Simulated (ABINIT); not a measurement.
# SnO2 (Pnnm): bands and cutoff in G0W0 with ABINIT, part 2 of 3

Wanted: a converged G0W0 gap of SnO2 (Pnnm), or an estimate of the limit.

ABINIT 10.8.3; LDA and many-body steps on it, plane waves. Known limits of the many-body steps: not at the basis limit; no spin-orbit coupling; coarse k mesh.

So far. Step 3 (Screening, 2×2×4 mesh, 94 bands, screening to 68.6 eV): Local fields lower ε∞ by 2 %. On a Γ-centred mesh this coarse the value itself is usually too large, while a short band sum pulls it down. Step 4 (94 bands, 68.6 eV): The gap on the mesh goes from 0.68 eV to 2.01 eV, a correction of +1.33 eV.

### Step 6. 126 bands, 90.6 eV

This step: G0W0 on LDA, plane waves, norm-conserving pseudopotentials.

run.abi reads:

```
acell 3*1.0 Angstrom
rprim 
  4.788004000000 0.000000000000 0.000000000000
  0.000000000000 4.866582000000 0.000000000000
  0.000000000000 0.000000000000 3.240898000000
ntypat 2
znucl 50 8
natom 6
typat 1 1 2 2 2 2
xred 
  0.500000000000 0.500000000000 0.500000000000
  0.000000000000 0.000000000000 0.000000000000
  0.291855000000 0.321042000000 0.000000000000
  0.791855000000 0.178958000000 0.500000000000
  0.208145000000 0.821042000000 0.500000000000
  0.708145000000 0.678958000000 0.000000000000
pp_dirpath "pseudos"
pseudos "Sn.upf, O.upf"
ecut 42
ngkpt 2 2 4
nshiftk 1
shiftk 0 0 0
kptopt 1
chksymbreak 0
istwfk *1
occopt 1
irdwfk 1
optdriver 4
nband 126
gwcalctyp 0
ecutsigx 42
symsigma 1
nkptgw 8
kptgw 
  0.0000000000 0.0000000000 0.0000000000
  0.5000000000 0.0000000000 0.0000000000
  0.0000000000 0.5000000000 0.0000000000
  0.5000000000 0.5000000000 0.0000000000
  0.0000000000 0.0000000000 0.5000000000
  0.5000000000 0.0000000000 0.5000000000
  0.0000000000 0.5000000000 0.5000000000
  0.5000000000 0.5000000000 0.5000000000
bdgw 
  33 36
  33 36
  33 36
  33 36
  33 36
  33 36
  33 36
  33 36
ecuteps 3.33
irdscr 1
ppmodel 1
indata_prefix "in"
outdata_prefix "out"
tmpdata_prefix "tmp"
```

The run is started by

```
$ OMP_NUM_THREADS=1 mpirun -n 8 abinit run.abi > log
```

The log of the run:

```text
.Version 10.8.3 of ABINIT. v10.8.2 released Aug 2026.

 Symmetries : space group Pn n m (# 58); Bravais oP (primitive ortho.)
[... echo of the input left out ...]
== DATASET  1 ==================================================================
-   mpi_nproc: 8, omp_nthreads: 1 (-1 if OMP is not activated)

--- !DatasetInfo
iteration_state: {dtset: 1, }
dimensions: {natom: 6, nkpt: 12, mband: 126, nsppol: 1, nspinor: 1, nspden: 1, mpw: 6680, }
cutoff_energies: {ecut:  42.0, pawecutdg:  -1.0, }
electrons: {nelect:   6.80000000E+01, charge:   0.00000000E+00, occopt:   1.00000000E+00, tsmear:   1.00000000E-02, }

 SIGMA: Calculation of the GW corrections

 Based on a program developped by R.W. Godby, V. Olevano, G. Onida, and L. Reining.
 Incorporated in ABINIT by V. Olevano, G.-M. Rignanese, and M. Torrent.
.Using double precision arithmetic ; gwpc =  8

[... cell and pseudopotentials left out ...]
--------------------------------------------------------------------------------

 ==== K-mesh for the wavefunctions ====
 Number of points in the irreducible wedge :    12
[... list of points left out ...]
 Together with  8 symmetry operations and time-reversal symmetry
 yields    16 points in the full Brillouin Zone.

 ==== Q-mesh for screening function ====
 Number of points in the irreducible wedge :    12
[... list of points left out ...]
 Together with  8 symmetry operations and time-reversal symmetry
 yields    16 points in the full Brillouin Zone.

 vcoul_init : cutoff-mode = AUXILIARY_FUNCTION
 q-points for optical limit:   1
     1)      0.000010    0.000020    0.000030
 setmesh: FFT mesh size selected  =    54x   54x   36
          total number of points  =       104976

 Number of electrons calculated from density =   68.0000; Expected =   68.0000
[...]
data: !SigmaeeData |
     Band     E0 <VxcDFT>   SigX SigC(E0)      Z dSigC/dE  Sig(E)    E-E0       E
       33   5.006 -19.677 -25.272   5.285   0.780  -0.282 -19.919  -0.242   4.764
       34   5.618 -19.657 -24.993   5.065   0.785  -0.274 -19.869  -0.212   5.405
       35   6.297 -17.193 -13.551  -2.307   0.828  -0.208 -16.088   1.104   7.401
[...]
--- !SelfEnergy_ee
iteration_state: {dtset: 1, }
kpoint     : [   0.500,    0.000,    0.000, ]
spin       : 1
KS_gap     :    4.134
QP_gap     :    5.938
Delta_QP_KS:    1.804
data: !SigmaeeData |
     Band     E0 <VxcDFT>   SigX SigC(E0)      Z dSigC/dE  Sig(E)    E-E0       E
[...]
--- !SelfEnergy_ee
[...]
kpoint     : [   0.000,    0.500,    0.000, ]
spin       : 1
KS_gap     :    4.417
QP_gap     :    6.216
Delta_QP_KS:    1.799
data: !SigmaeeData |
     Band     E0 <VxcDFT>   SigX SigC(E0)      Z dSigC/dE  Sig(E)    E-E0       E
[...]
--- !SelfEnergy_ee
iteration_state: {dtset: 1, }
kpoint     : [   0.000,    0.500,    0.500, ]
spin       : 1
KS_gap     :    6.251
QP_gap     :    8.380
Delta_QP_KS:    2.129
data: !SigmaeeData |
     Band     E0 <VxcDFT>   SigX SigC(E0)      Z dSigC/dE  Sig(E)    E-E0       E
[...]
--- !SelfEnergy_ee
iteration_state: {dtset: 1, }
kpoint     : [   0.500,    0.500,    0.500, ]
spin       : 1
KS_gap     :    4.871
QP_gap     :    6.926
Delta_QP_KS:    2.055
data: !SigmaeeData |
     Band     E0 <VxcDFT>   SigX SigC(E0)      Z dSigC/dE  Sig(E)    E-E0       E
[...]
35   9.841 -17.397 -11.991  -3.384   0.828  -0.208 -15.723   1.674  11.515
       36   9.841 -17.397 -11.991  -3.384   0.828  -0.208 -15.723   1.674  11.515

== END DATASET(S) ==============================================================
================================================================================

 -outvars: echo values of variables after computation  --------
           etotal      0.0000000000E+00
            nband         126
             nkpt          12
          spgroup          58
 [... the other variables as echoed above ...]

 Calculation completed.
```

It took 12 s on 8 MPI ranks of Arm Neoverse V2, shared host; peak memory 1.9 GiB; 95 s of CPU time.

Numbers from this step:

```yaml
g0w0_gap_on_the_mesh: 1.996 eV
starting_gap_on_the_mesh: 0.6789 eV
k_of_the_valence_top: 0, 0, 0
k_of_the_conduction_bottom: 0, 0, 0
z_at_the_valence_top: 0.785
z_at_the_conduction_bottom: 0.828
least_direct_g0w0_gap_on_the_computed_points: 1.996 eV
```

Against G0W0 in ABINIT (2×2×4 mesh, 94 bands, screening to 68.6 eV, Godby-Needs plasmon pole), the gap moves by −0.013 eV.

### Step 7. Screening, 2×2×4 mesh, 176 bands, screening to 120.8 eV

This step: RPA screening on LDA, plane waves, norm-conserving pseudopotentials.

run.abi reads:

```
acell 3*1.0 Angstrom
rprim 
  4.788004000000 0.000000000000 0.000000000000
  0.000000000000 4.866582000000 0.000000000000
  0.000000000000 0.000000000000 3.240898000000
ntypat 2
znucl 50 8
natom 6
typat 1 1 2 2 2 2
xred 
  0.500000000000 0.500000000000 0.500000000000
  0.000000000000 0.000000000000 0.000000000000
  0.291855000000 0.321042000000 0.000000000000
  0.791855000000 0.178958000000 0.500000000000
  0.208145000000 0.821042000000 0.500000000000
  0.708145000000 0.678958000000 0.000000000000
pp_dirpath "pseudos"
pseudos "Sn.upf, O.upf"
ecut 42
ngkpt 2 2 4
nshiftk 1
shiftk 0 0 0
kptopt 1
chksymbreak 0
istwfk *1
occopt 1
irdwfk 1
optdriver 3
nband 176
ecuteps 4.44
inclvkb 2
awtr 1
symchi 1
indata_prefix "in"
outdata_prefix "out"
tmpdata_prefix "tmp"
```

The log of the run:

```text
.Version 10.8.3 of ABINIT. v10.8.2 released Aug 2026.

 Symmetries : space group Pn n m (# 58); Bravais oP (primitive ortho.)
[... echo of the input left out ...]
== DATASET  1 ==================================================================
-   mpi_nproc: 8, omp_nthreads: 1 (-1 if OMP is not activated)

--- !DatasetInfo
iteration_state: {dtset: 1, }
dimensions: {natom: 6, nkpt: 12, mband: 176, nsppol: 1, nspinor: 1, nspden: 1, mpw: 6680, }
cutoff_energies: {ecut:  42.0, pawecutdg:  -1.0, }
[...]
--------------------------------------------------------------------------------
[... chi0 elements left out ...]
 For q-point:  0.000010 0.000020 0.000030
  dielectric constant =   6.7317
  dielectric constant without local fields =   7.0297

  Average fulfillment of the sum rule on Im[epsilon] for q-point    1 :     61.42  [%]
[... wings left out ...]
  q-point number  2        q = ( 0.500000, 0.000000, 0.000000) [r.l.u.]
--------------------------------------------------------------------------------
[... chi0 elements left out ...]
  Average fulfillment of the sum rule on Im[epsilon] for q-point    2 :     68.79  [%]

 [... 10 further q-points ...]
```

Run time: 71 s. Hardware: 8 MPI ranks; peak memory 3.6 GiB; 9.4 min of CPU time.

Numbers from this step:

| Property | Result |
| --- | --- |
| ε∞ with local fields, on this mesh, along the program's q direction | 6.732 |
| the same without local fields | 7.030 |
| plasma frequency | 35.24 eV |
| plane waves in the screening matrix | 217 |

### Step 8. 176 bands, 120.8 eV

This step: G0W0 on LDA, plane waves, norm-conserving pseudopotentials.

Edit run.abi of step 7 so:

```diff
@@ -27,8 +27,29 @@
 irdwfk 1
-optdriver 3
+optdriver 4
 nband 176
+gwcalctyp 0
+ecutsigx 42
+symsigma 1
+nkptgw 8
+kptgw 
+  0.0000000000 0.0000000000 0.0000000000
+  0.5000000000 0.0000000000 0.0000000000
+  0.0000000000 0.5000000000 0.0000000000
+  0.5000000000 0.5000000000 0.0000000000
+  0.0000000000 0.0000000000 0.5000000000
+  0.5000000000 0.0000000000 0.5000000000
+  0.0000000000 0.5000000000 0.5000000000
+  0.5000000000 0.5000000000 0.5000000000
+bdgw 
+  33 36
+  33 36
+  33 36
+  33 36
+  33 36
+  33 36
+  33 36
+  33 36
 ecuteps 4.44
-inclvkb 2
-awtr 1
-symchi 1
+irdscr 1
+ppmodel 1
 indata_prefix "in"
```

The log of the run:

```text
.Version 10.8.3 of ABINIT. v10.8.2 released Aug 2026.

 Symmetries : space group Pn n m (# 58); Bravais oP (primitive ortho.)
[... echo of the input left out ...]
== DATASET  1 ==================================================================
-   mpi_nproc: 8, omp_nthreads: 1 (-1 if OMP is not activated)

--- !DatasetInfo
iteration_state: {dtset: 1, }
dimensions: {natom: 6, nkpt: 12, mband: 176, nsppol: 1, nspinor: 1, nspden: 1, mpw: 6680, }
cutoff_energies: {ecut:  42.0, pawecutdg:  -1.0, }
[...]
Band     E0 <VxcDFT>   SigX SigC(E0)      Z dSigC/dE  Sig(E)    E-E0       E
[...]
35   9.841 -17.397 -11.991  -3.612   0.826  -0.210 -15.915   1.482  11.323
       36   9.841 -17.397 -11.991  -3.612   0.826  -0.210 -15.915   1.482  11.323

== END DATASET(S) ==============================================================
================================================================================

 -outvars: echo values of variables after computation  --------
           etotal      0.0000000000E+00
            nband         176
             nkpt          12
          spgroup          58
 [... the other variables as echoed above ...]

 Calculation completed.
```

It took 21 s on 8 MPI ranks; peak memory 2.2 GiB.

This step gave:

```
G0W0 gap on the mesh                         : 2.003 eV
starting gap on the mesh                     : 0.6789 eV
k of the valence top                         : 0, 0, 0
k of the conduction bottom                   : 0, 0, 0
least direct G0W0 gap on the computed points : 2.003 eV
```

Against G0W0 in ABINIT (2×2×4 mesh, 126 bands, screening to 90.6 eV, Godby-Needs plasmon pole), the gap moves by +0.007 eV.

### Step 9. Screening, 2×2×4 mesh, 244 bands, screening to 157 eV

This step: RPA screening on LDA, plane waves, norm-conserving pseudopotentials.

run.abi reads:

```
acell 3*1.0 Angstrom
rprim 
  4.788004000000 0.000000000000 0.000000000000
  0.000000000000 4.866582000000 0.000000000000
  0.000000000000 0.000000000000 3.240898000000
ntypat 2
znucl 50 8
natom 6
typat 1 1 2 2 2 2
xred 
  0.500000000000 0.500000000000 0.500000000000
  0.000000000000 0.000000000000 0.000000000000
  0.291855000000 0.321042000000 0.000000000000
  0.791855000000 0.178958000000 0.500000000000
  0.208145000000 0.821042000000 0.500000000000
  0.708145000000 0.678958000000 0.000000000000
pp_dirpath "pseudos"
pseudos "Sn.upf, O.upf"
ecut 42
ngkpt 2 2 4
nshiftk 1
shiftk 0 0 0
kptopt 1
chksymbreak 0
istwfk *1
occopt 1
irdwfk 1
optdriver 3
nband 244
ecuteps 5.77
inclvkb 2
awtr 1
symchi 1
indata_prefix "in"
outdata_prefix "out"
tmpdata_prefix "tmp"
```

The log of the run:

```text
.Version 10.8.3 of ABINIT. v10.8.2 released Aug 2026.

 Symmetries : space group Pn n m (# 58); Bravais oP (primitive ortho.)
[... echo of the input left out ...]
== DATASET  1 ==================================================================
-   mpi_nproc: 8, omp_nthreads: 1 (-1 if OMP is not activated)

--- !DatasetInfo
iteration_state: {dtset: 1, }
dimensions: {natom: 6, nkpt: 12, mband: 244, nsppol: 1, nspinor: 1, nspden: 1, mpw: 6680, }
cutoff_energies: {ecut:  42.0, pawecutdg:  -1.0, }
[...]
--------------------------------------------------------------------------------
[... chi0 elements left out ...]
 For q-point:  0.000010 0.000020 0.000030
  dielectric constant =   6.7108
  dielectric constant without local fields =   7.0377

  Average fulfillment of the sum rule on Im[epsilon] for q-point    1 :     71.22  [%]
[... wings left out ...]
  q-point number  2        q = ( 0.500000, 0.000000, 0.000000) [r.l.u.]
--------------------------------------------------------------------------------
[... chi0 elements left out ...]
  Average fulfillment of the sum rule on Im[epsilon] for q-point    2 :     77.55  [%]

 [... 10 further q-points ...]
```

Run time: 3.9 min. Hardware: 8 MPI ranks; peak memory 8.7 GiB; 31 min of CPU time.

Numbers from this step:

- ε∞ with local fields, on this mesh, along the program's q direction: 6.711
- the same without local fields: 7.038
- plasma frequency: 35.24 eV
- plane waves in the screening matrix: 323

(Part 2 of 3 ends here.)

[Paths, hosts, dates, memory and timing lines, banners, echoed tables and standing remarks are left out of the program output.]

[Logs are printed without paths, hosts, clocks, repeated set-up lines and the standing remarks that a program may print on its own settings, such as how far it seeks lower states.]

[Runs of the session that timed out or met a known fault of the program may be left out.]

[Hosts, paths, dates, database ids (printed as entryN), source tags and the programs' standing remarks are cut or masked in the printed files.]

[G0W0 gaps are taken among the corrected bands and points alone; a level outside them can change the order at an edge.]

[Where Ansatz stands beside ABINIT at settings called matched, ABINIT's density can come from a denser mesh and the files from another edition; pairs whose starting gaps differed by over 0.03 eV were left out, so agreement reads better than it is.]
